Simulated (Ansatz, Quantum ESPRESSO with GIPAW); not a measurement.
# Li2H2SO5: what the 7Li spectrum says of the structure

A crystal of composition Li2H2SO5 (one database entry, not always the ambient form) has the 7Li spectrum and parameters below, calculated by GIPAW (PBEsol; quadrupolar values from a field gradient by Ansatz; shifts against aqueous Li+, scatter of the reference line 1.0 ppm; spans on the shift scale).

Simulated spectrum: 7Li fast MAS, 23.5 T (388.9 MHz), central transition to second order, lines broadened by 0.5 ppm; rigid lattice, with dipolar and J couplings and satellite transitions left out.

δ (ppm), intensity and a bar:
```
     1.49       0.00 
     1.34       0.00 
     1.19       0.01 
     1.04       0.01 
     0.91       0.01 
     0.76       0.01 
     0.61       0.01 
     0.48       0.02 
     0.33       0.02 #
     0.18       0.03 #
     0.05       0.06 ##
    -0.10       0.15 ####
    -0.25       0.40 ############
    -0.40       0.78 #######################
    -0.53       1.00 ##############################
    -0.55       1.00 ##############################
    -0.68       0.83 #########################
    -0.83       0.57 #################
    -0.97       0.58 #################
    -1.11       0.85 ##########################
    -1.24       1.00 ##############################
    -1.26       0.99 ##############################
    -1.40       0.75 #######################
    -1.54       0.37 ###########
    -1.69       0.14 ####
    -1.84       0.05 ##
    -1.98       0.03 #
    -2.12       0.02 #
    -2.27       0.02 
    -2.41       0.01 
    -2.56       0.01 
    -2.70       0.01 
    -2.84       0.01 
    -2.99       0.01 
    -3.13       0.00 
    -3.27       0.00
```

Most prominent maxima (ppm: height): -0.55: 1.00, -1.24: 1.00.

| line | δ_iso (ppm) | relative area | span (ppm) | skew | \|C_Q\| (MHz) | η_Q |
| --- | --- | --- | --- | --- | --- | --- |
| A | -0.54 | 1 | 3.85 | 0.65 | 0.07 | 0.39 |
| B | -1.24 | 1 | 3.21 | 0.21 | 0.06 | 0.29 |

What coordination and symmetry does each Li site have?

A and B: η_Q above zero rules out an axis of order three or more.  The structure behind these values (space group P2_1; other structures could give like values):

| line | surroundings | neighbours | bonds (Å) | site symmetry |
| --- | --- | --- | --- | --- |
| A | LiO4 | 4 | 1.92 to 1.96 | 1 |
| B | LiO4 | 4 | 1.92 to 1.98 | 1 |

[Banner, clock, file and message-heading lines were taken out of the pw.x and gipaw.x logs.]

[Logs are printed without paths, hosts, clocks, repeated set-up lines and the standing remarks that a program may print on its own settings, such as how far it seeks lower states.]

[Hosts, paths, dates, database ids (printed as entryN), source tags and the programs' standing remarks are cut or masked in the printed files.]
